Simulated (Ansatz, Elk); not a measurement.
# SrReS3: X-ray structure factors from the self-consistent density

The structure of SrReS3 used here is made up (a known structure type with other elements) and was relaxed beforehand with PBEsol. The aim is the Fourier transform of its all-electron density, F(hkl), set beside the sum over free spherical atoms that refinements use.

Method: DFT, PBE, all-electron APW+lo, Dirac cores, scalar-relativistic bands, static density, no spin, in Elk 11.2.3 (patched build).

The structure was built from a prototype and need not be the compound's stable phase.

## 1. Set-up

Symmetry: Pm-3m, No. 221, cubic system. The conventional cell has a = 4.677 Å, b = 4.677 Å, c = 4.677 Å, α = 90.00°, β = 90.00°, γ = 90.00°. Nearest to Re lie 6 S at 2.34 Å. Nearest to Sr lie 12 S at 3.31 Å. Nearest to S lie 2 Re at 2.34 Å and 4 Sr at 3.31 Å. Farther neighbours and most contacts between anions are not listed.

As a file:

```cif
data_structure
_symmetry_space_group_name_H-M 'P 1'
_symmetry_Int_Tables_number 1
_cell_length_a 4.6772
_cell_length_b 4.6772
_cell_length_c 4.6772
_cell_angle_alpha 90.000
_cell_angle_beta 90.000
_cell_angle_gamma 90.000
_cell_volume 102.32
loop_
_atom_site_label
_atom_site_type_symbol
_atom_site_fract_x
_atom_site_fract_y
_atom_site_fract_z
_atom_site_occupancy
Re1 Re 0.00000 0.00000 0.00000 1
Sr2 Sr 0.50000 0.50000 0.50000 1
S3 S 0.00000 0.00000 0.50000 1
S4 S 0.00000 0.50000 0.00000 1
S5 S 0.50000 0.00000 0.00000 1
```

## 2. Ground state and structure factors

An all-electron density is needed, since X-rays see the cores too. Task 0 finds the density and task 195 Fourier-transforms it; tshift is off so that phases refer to the origin typed.

File elk.in:

```
tasks
  0
  195

xctype
  20

spinpol
  .false.

rgkmax
  7.0

gmaxvr
  14.0

lmaxo
  7

lmaxapw
  8

swidth
  0.002

tshift
  .false.

ramdisk
  .false.

hmaxvr
  5.5

maxscl
  120

epspot
  1e-06

sppath
  './'

avec
  8.83861764841 -0.00000000000 -0.00000000000
  -0.00000000000 8.83861764841 0.00000000000
  -0.00000000000 0.00000000000 8.83861764841

atoms
  3
  'Re.in'
  1
  0.0000000000 0.0000000000 -0.0000000000   0.000000 0.000000 0.000000
  'Sr.in'
  1
  0.5000000000 0.5000000000 0.5000000000   0.000000 0.000000 0.000000
  'S.in'
  3
  -0.0000000000 0.0000000000 0.5000000000   0.000000 0.000000 0.000000
  -0.0000000000 0.5000000000 -0.0000000000   0.000000 0.000000 0.000000
  0.5000000000 0.0000000000 0.0000000000   0.000000 0.000000 0.000000

ngridk
  5 5 5
```

On the command line:

```bash
OMP_NUM_THREADS=4 elk
```

Numbers of over 12 decimals in the logs are rounded to 6 here.

Log:

```text
┌─────────────────────────┐
│ Elk code version 11.2.3 │
└─────────────────────────┘

All units are atomic (Hartree, Bohr, etc.)

┌─────────────────────────────────────────────────┐
│ Ground-state run starting from atomic densities │
└─────────────────────────────────────────────────┘

Lattice vectors :
   8.838617648      -0.000000000      -0.000000000
  -0.000000000       8.838617648       0.000000000
  -0.000000000       0.000000000       8.838617648

Reciprocal lattice vectors :
  0.7108787321       0.000000000       0.000000000
   0.000000000      0.7108787321       0.000000000
   0.000000000       0.000000000      0.7108787321

Unit cell volume      :    690.4830806
Brillouin zone volume :   0.3592415519

Muffin-tin inner radius fraction :   0.1000000000E-01

Nuclei treated as point charges

Species : 1 (Re)
 parameters loaded from : Re.in
 name : rhenium
 nuclear charge    :   -75.00000000
 electronic charge :    75.00000000
 atomic mass :    339434.5964
 muffin-tin radius :    2.446812942
 number of radial points in muffin-tin :   1393
 inner part over the whole radius :   0.9918201945E-02
 number on inner part of muffin-tin    :    996
 approximate nuclear radius :   0.1014829593E-03
 number of mesh points to nuclear radius :    525
 atomic positions (lattice), magnetic fields (Cartesian) :
  1 :   0.00000000  0.00000000  0.00000000    0.00000000  0.00000000  0.00000000

Species : 2 (Sr)
 parameters loaded from : Sr.in
 name : strontium
 nuclear charge    :   -38.00000000
 electronic charge :    38.00000000
 atomic mass :    159721.4892
 muffin-tin radius :    2.600000000
 number of radial points in muffin-tin :   1193
 inner part over the whole radius :   0.9909106339E-02
 number on inner part of muffin-tin    :    847
 approximate nuclear radius :   0.8067967193E-04
 number of mesh points to nuclear radius :    415
 atomic positions (lattice), magnetic fields (Cartesian) :
  1 :   0.50000000  0.50000000  0.50000000    0.00000000  0.00000000  0.00000000

Species : 3 (S)
 parameters loaded from : S.in
 name : sulphur
 nuclear charge    :   -16.00000000
 electronic charge :    16.00000000
 atomic mass :    58450.91931
 muffin-tin radius :    1.922495883
 number of radial points in muffin-tin :    793
 inner part over the whole radius :   0.9914318928E-02
 number on inner part of muffin-tin    :    552
 approximate nuclear radius :   0.6195814986E-04
 number of mesh points to nuclear radius :    253
 atomic positions (lattice), magnetic fields (Cartesian) :
  1 :   0.00000000  0.00000000  0.50000000    0.00000000  0.00000000  0.00000000
  2 :   0.00000000  0.50000000  0.00000000    0.00000000  0.00000000  0.00000000
  3 :   0.50000000  0.00000000  0.00000000    0.00000000  0.00000000  0.00000000

Total number of atoms per unit cell :    5
Total muffin-tin volume :    224.2736406
 ratio of muffin-tin to unit cell volume :   0.3248068590

Spin treatment :
 spin-unpolarised

Number of Bravais lattice symmetries :   48
Number of crystal symmetries         :   48
Crystal has inversion symmetry
Real symmetric eigensolver will be used

k-point grid :      5     5     5
k-point offset :    0.000000000       0.000000000       0.000000000
k-point set is reduced with full crystal symmetry group
Total number of k-points :       10

Muffin-tin radius times maximum |G+k| :    7.000000000
 using average radius
Maximum |G+k| for APW functions       :    3.236455258
Maximum (1/2)|G+k|²                   :    5.237321317
Maximum |G| for potential and density :    14.00000000
Constant for pseudocharge density :    9
 order of it for each species :   16  16  16
 order of it for pair densities of each species (exact exchange by exxq0 0: 17) :   13  14   6
Radial integration step length :    1

G-vector grid sizes :     40    40    40
Number of G-vectors :    31919

Maximum angular momentum used for
 APW functions            :    8
 outer part of muffin-tin :    7
 inner part of muffin-tin :    2

Total nuclear charge    :   -161.0000000
[...]
exchange                    :     -506.96172921602
 correlation                 :     -8.386414
 electron entropic           :    -0.26840986707287E-02
 total energy                :     -21097.579342775

Density of states at Fermi energy :    208.9689686
 (states/Hartree/unit cell)

Estimated indirect band gap :   0.9166398863E-02
 from k-point 3 to k-point 8
Estimated direct band gap   :   0.1551324001E-01
 at k-point 3

Charges :
 core                        :    104.0000000
 valence                     :    57.00000000
 interstitial                :    11.03842005
 muffin-tins (core leakage)
  species : 1 (Re)
   atom 1                    :    72.54864459     (  0.5448391391E-06)
  species : 2 (Sr)
[...]
species : 3 (S)
[...]
total in muffin-tins        :    149.9615799
 total calculated charge     :    160.9977273
 total charge                :    161.0000000
 error                       :   0.2272691985E-02

RMS change in Kohn-Sham potential (target) :   0.3423400634     (  0.1000000000E-05)
Absolute change in total energy (target)   :   0.5458733741     (  0.1000000000E-03)

[... loops 3 to 14 left out ...]

┌──────────────────┐
│ Loop number : 15 │
└──────────────────┘

Energies :
 Fermi                       :     0.299255
 sum of occupied eigenvalues :     -12790.250804298
 electron kinetic            :      23384.575744594
 core electron kinetic       :      22603.697642317
 Coulomb                     :     -43964.621080800
 Coulomb potential           :     -35502.107002251
 nuclear-nuclear             :     -1726.3694847808
 electron-nuclear            :     -49001.432460333
 Hartree                     :      6763.1808643143
 Madelung                    :     -26213.567579674
 xc potential                :     -672.71954664066
 exchange                    :     -507.13350538425
 correlation                 :     -8.394748
 electron entropic           :    -0.25953592153165E-02
 total energy                :     -21095.576185019

Density of states at Fermi energy :    201.9610776
 (states/Hartree/unit cell)

Estimated indirect band gap :   0.1199798582E-02
 from k-point 8 to k-point 5
Estimated direct band gap   :   0.5297266580E-02
 at k-point 8

Charges :
 core                        :    104.0000000
 valence                     :    57.00000000
 interstitial                :    10.96782817
 muffin-tins (core leakage)
  species : 1 (Re)
[...]
species : 2 (Sr)
[...]
species : 3 (S)
[...]
total in muffin-tins        :    150.0321718
 total calculated charge     :    160.9976900
 total charge                :    161.0000000
 error                       :   0.2309980501E-02

RMS change in Kohn-Sham potential (target) :   0.2921400663E-06 (  0.1000000000E-05)
Absolute change in total energy (target)   :   0.4177400842E-04 (  0.1000000000E-03)

Convergence targets achieved

┌──────────────────┐
│ Loop number : 16 │
└──────────────────┘

Energies :
 Fermi                       :     0.299255
 sum of occupied eigenvalues :     -12790.250802431
 electron kinetic            :      23384.575751304
 core electron kinetic       :      22603.697646149
 Coulomb                     :     -43964.621084407
 Coulomb potential           :     -35502.107000072
 nuclear-nuclear             :     -1726.3694847808
 electron-nuclear            :     -49001.432469525
 Hartree                     :      6763.1808698989
 Madelung                    :     -26213.567584371
 xc potential                :     -672.71955366238
 exchange                    :     -507.13350533073
 correlation                 :     -8.394748
 electron entropic           :    -0.25953591083318E-02
 total energy                :     -21095.576181892

Density of states at Fermi energy :    201.9610869
 (states/Hartree/unit cell)

Estimated indirect band gap :   0.1199796358E-02
 from k-point 8 to k-point 5
Estimated direct band gap   :   0.5297263621E-02
 at k-point 8

Charges :
 core                        :    104.0000000
 valence                     :    57.00000000
 interstitial                :    10.96782807
 muffin-tins (core leakage)
  species : 1 (Re)
[...]
species : 2 (Sr)
[...]
species : 3 (S)
   atom 1                    :    13.71078716     (  0.4484265505E-03)
   atom 2                    :    13.71078716     (  0.4484265505E-03)
   atom 3                    :    13.71078716     (  0.4484265505E-03)
 total in muffin-tins        :    150.0321719
 total calculated charge     :    160.9976900
 total charge                :    161.0000000
 error                       :   0.2309981264E-02

┌──────────────────────────────┐
│ Self-consistent loop stopped │
└──────────────────────────────┘

Warning : core states of species 3 leak from the muffin-tin :   0.4484265505E-03

Wrote STATE.OUT
```

Elapsed: 15 s, on 4 threads of Intel Xeon 6975P-C (Granite Rapids), shared host; peak memory 0.23 GiB.

SFACRHO.OUT:

```text

h k l indices transformed by vhmat matrix:
   1.000000000       0.000000000       0.000000000    
   0.000000000       1.000000000       0.000000000    
   0.000000000       0.000000000       1.000000000    

      h      k      l  multipl.   |H|            Re(F)            Im(F)           |F|

      0      0      0      1   0.0000000       161.00000      0.17731487E-15   161.00000    
      0     -1      0      6  0.71087873       50.262010     -0.55491519E-14   50.262010    
     -1      0      1     12   1.0053343       86.376621     -0.16410510E-14   86.376621    
      1      1      1      8   1.2312781      -1.2547100      0.14994626E-13   1.2547100    
      0      0     -2      6   1.4217575       124.00355      0.90763349E-14   124.00355    
     -1      0     -2     24   1.5895732       42.208210     -0.91959008E-14   42.208210    
     -1      1     -2     24   1.7412902       76.461502      0.90644294E-14   76.461502    
      2      2      0     12   2.0106687       108.67727     -0.17020029E-13   108.67727    
      2     -2      1     24   2.1326362       38.375276      0.41606219E-14   38.375276    
      0      0      3      6   2.1326362       38.468342      0.12723359E-13   38.468342    
     -3      1      0     24   2.2479959       69.738399      0.39084140E-14   69.738399    
     -1     -1     -3     24   2.3577180       3.9000981     -0.20062031E-13   3.9000981    
      2     -2     -2      8   2.4625562       99.450046      0.77861896E-14   99.450046    
     -2     -3      0     24   2.5631097       35.825385     -0.15020696E-13   35.825385    
     -2      1      3     48   2.6598647       64.562570      0.32219276E-15   64.562570    
      4      0      0      6   2.8435149       92.713594     -0.14279463E-13   92.713594    
      3      2     -2     24   2.9310281       33.696062      0.10637346E-13   33.696062    
     -4      0     -1     24   2.9310281       33.639458     -0.10279613E-13   33.639458
```

Elk indexes on the primitive cell of elk.in and gives |H| = 4π sin θ/λ in inverse bohr. Below, one row stands for each form hkl of the conventional cell (m members, Friedel mates merged), F is for one primitive cell and the density is static (no thermal factor). Free-atom factors are Waasmaier and Kirfel's, and R is Σm||F|−|F'||/Σm|F|.

```csv
hkl,m,sin θ/λ (Å⁻¹),"abs F, DFT",neutral atoms,diff.
100,6,0.107,50.262,50.185,+0.077
110,12,0.151,86.377,86.580,-0.204
111,8,0.185,1.255,0.754,+0.501
200,6,0.214,124.004,123.998,+0.006
210,24,0.239,42.208,42.351,-0.143
211,24,0.262,76.462,76.617,-0.156
220,12,0.302,108.677,108.943,-0.266
221,24,0.321,38.375,38.564,-0.189
300,6,0.321,38.468,38.564,-0.096
310,24,0.338,69.738,69.757,-0.019
311,24,0.355,3.900,3.829,+0.071
222,8,0.370,99.450,99.590,-0.140
320,24,0.385,35.825,35.837,-0.011
321,48,0.400,64.563,64.559,+0.004
```

## 3. The highest occupied states alone

An energy window below the Fermi level keeps the highest occupied states, to see at which angles they scatter; shallow core shells can lie inside it and anion s states outside. No new self-consistency is needed.

elk.in, as its differences from that of step 2:

```diff
@@ -1,3 +1,2 @@
 tasks
-  0
   195
@@ -40,2 +39,5 @@
 
+wsfac
+  -0.068240 0.599250
+
 sppath
```

On the command line:

```bash
OMP_NUM_THREADS=4 elk
```

Log:

```text
┌─────────────────────────────────┐
│ Elk code version 11.2.3 started │
└─────────────────────────────────┘

Info(readinput): the functional depends on the density's gradient
 muffin-tin radial points multiplied by    2.00000
 (not where nrmtscf is given)

┌────────────────────┐
│ Current task : 195 │
└────────────────────┘
Info(checkmt): changed muffin-tin radius of species 1 (Re) from   2.8000 to   2.4468
Info(checkmt): changed muffin-tin radius of species 3 (S) from   2.2000 to   1.9225

Info(sfacrho): density structure factors written to SFACRHO.OUT

 Energy window :  -0.6824000000E-01  0.5992500000

┌──────────────────┐
│ Elk code stopped │
└──────────────────┘
```

Run time: 6.7 s. Hardware: 4 threads; peak memory 0.16 GiB.

States within 10 eV below the Fermi level hold 21.00 electrons; any levels below the window count with the cores. Their amplitudes can exceed the total, where window and core parts have opposite phase:

```csv
hkl,sin θ/λ (Å⁻¹),"abs F, window","abs F, all"
100,0.107,6.639,50.262
110,0.151,0.466,86.377
111,0.185,2.435,1.255
200,0.214,3.789,124.004
210,0.239,1.335,42.208
211,0.262,0.254,76.462
220,0.302,0.508,108.677
221,0.321,0.136,38.375
300,0.321,0.023,38.468
310,0.338,0.080,69.738
```

## 4. Another try

In this try the input is made faulty on purpose, to show what that does.

The input is changed as shown.

elk.in, as its differences from that of step 3:

```diff
@@ -1,2 +1,3 @@
 tasks
+  0
   195
@@ -39,5 +40,2 @@
 
-wsfac
-  -0.068240 0.599250
-
 sppath
@@ -64,3 +62,3 @@
 
-ngridk
+ngrid
   5 5 5
```

On the command line:

```bash
OMP_NUM_THREADS=4 elk
```

Log:

```text
┌─────────────────────────────────┐
│ Elk code version 11.2.3 started │
└─────────────────────────────────┘

Error(readinput): invalid block name : ngrid
```

It took 0.01 s on 4 threads; peak memory 0.16 GiB.

The program refused the input before any cycle.

The program's message: “Error(readinput): invalid block name : ngrid”

A key was misspelt on purpose.

## 5. Another functional

The difference from free atoms is small, so it is set against the change that LDA (Perdew-Wang) makes.

elk.in, as its differences from that of step 4:

```diff
@@ -5,3 +5,3 @@
 xctype
-  20
+  3
 
@@ -62,3 +62,3 @@
 
-ngrid
+ngridk
   5 5 5
```

On the command line:

```bash
OMP_NUM_THREADS=4 elk
```

Log:

```text
┌─────────────────────────┐
│ Elk code version 11.2.3 │
└─────────────────────────┘

All units are atomic (Hartree, Bohr, etc.)

┌─────────────────────────────────────────────────┐
│ Ground-state run starting from atomic densities │
└─────────────────────────────────────────────────┘

Lattice vectors :
   8.838617648      -0.000000000      -0.000000000
  -0.000000000       8.838617648       0.000000000
  -0.000000000       0.000000000       8.838617648

Reciprocal lattice vectors :
  0.7108787321       0.000000000       0.000000000
[...]
species : 1 (Re)
[...]
species : 2 (Sr)
[...]
species : 3 (S)
[...]
atom 2                    :    13.69364589     (  0.4484230960E-03)
   atom 3                    :    13.69364589     (  0.4484230960E-03)
 total in muffin-tins        :    150.0168942
 total calculated charge     :    160.9976647
 total charge                :    161.0000000
 error                       :   0.2335326482E-02

┌──────────────────────────────┐
│ Self-consistent loop stopped │
└──────────────────────────────┘

Warning : core states of species 3 leak from the muffin-tin :   0.4484230960E-03

Wrote STATE.OUT
[key lines of the parts left out:]
total energy                :     -21078.733303914
```

It took 9.6 s on 4 threads; peak memory 0.19 GiB.

Against the first run R = 0.04 %; the largest change is -0.060 at 111.

## 6. Basis size

The basis and the expansions that go with it are enlarged, to see whether the differences are converged.

elk.in, as its differences from that of step 5:

```diff
@@ -5,3 +5,3 @@
 xctype
-  3
+  20
 
@@ -11,12 +11,12 @@
 rgkmax
-  7.0
+  8.5
 
 gmaxvr
-  14.0
+  18.0
 
 lmaxo
-  7
+  9
 
 lmaxapw
-  8
+  10
```

On the command line:

```bash
OMP_NUM_THREADS=4 elk
```

Log:

```text
┌─────────────────────────┐
│ Elk code version 11.2.3 │
└─────────────────────────┘

All units are atomic (Hartree, Bohr, etc.)

┌─────────────────────────────────────────────────┐
│ Ground-state run starting from atomic densities │
└─────────────────────────────────────────────────┘

Lattice vectors :
   8.838617648      -0.000000000      -0.000000000
  -0.000000000       8.838617648       0.000000000
  -0.000000000       0.000000000       8.838617648

Reciprocal lattice vectors :
  0.7108787321       0.000000000       0.000000000
[...]
species : 1 (Re)
[...]
species : 2 (Sr)
[...]
species : 3 (S)
[...]
atom 2                    :    13.71520662     (  0.4487838875E-03)
   atom 3                    :    13.71520662     (  0.4487838875E-03)
 total in muffin-tins        :    150.0514275
 total calculated charge     :    160.9987133
 total charge                :    161.0000000
 error                       :   0.1286680769E-02

┌──────────────────────────────┐
│ Self-consistent loop stopped │
└──────────────────────────────┘

Warning : core states of species 3 leak from the muffin-tin :   0.4487838875E-03

Wrote STATE.OUT
[key lines of the parts left out:]
total energy                :     -21095.583662878
```

Run time: 35 s. Hardware: 4 threads; peak memory 0.44 GiB; 71 s of CPU time.

Against the first run R = 0.01 %; the largest change is -0.012 at 422.

## 7. Settings against the effect

```csv
run,R against the first run (%),"R against neutral atoms, low angle (%)",wall time
"PBE, rgkmax 7",0.00,0.29,15 s
LDA (Perdew-Wang),0.04,0.28,9.6 s
rgkmax 8.5 with larger expansions,0.01,0.29,35 s
```

## 8. What came out

| Item | Value |
| --- | --- |
| R against neutral atoms, sin θ/λ < 0.3 Å⁻¹ | 0.29 % |
| R against neutral atoms, 0.3 to 0.82 Å⁻¹ | 0.20 % |

In words: Independent neutral atoms miss the calculated amplitudes by R = 0.29 % below 0.3 Å⁻¹ and 0.20 % from there to 0.82 Å⁻¹; by shells, 0.15 % below 0.15 Å⁻¹ (1 form), 0.29 % 0.15 to 0.3 (5 forms), 0.13 % 0.3 to 0.45 (11 forms), 0.22 % above 0.45 (57 forms). Bonding, aspherical density and the tables' own atoms all enter these figures, and the runs don't part them. The largest change of an amplitude is +0.50 electrons, at 111. Weak lines can change much in proportion: 111 goes from 0.75 to 1.25. The window's part falls from 21.0 electrons at the origin to at most 0.37 between 0.45 and 0.82 Å⁻¹. Below 0.3 Å⁻¹ the changes that finished (LDA (Perdew-Wang) and rgkmax 8.5 with larger expansions) move F by R = 0.04 % at most, against the 0.29 % that separates it from free atoms. The k-mesh has no finished test. These runs have no spin, though d or f shells may be open. The electron count is odd, so without spin the run is a metal by force. Spin-orbit coupling is left out, which can matter for elements this heavy. Part of the difference isn't bonding: the tables are fits to free atoms and ions calculated by other methods than this functional. Thermal motion, anomalous dispersion and extinction are left out.

[Logs are printed without paths, hosts, clocks, repeated set-up lines and the standing remarks that a program may print on its own settings, such as how far it seeks lower states.]

[Hosts, paths, dates, database ids (printed as entryN), source tags and the programs' standing remarks are cut or masked in the printed files.]
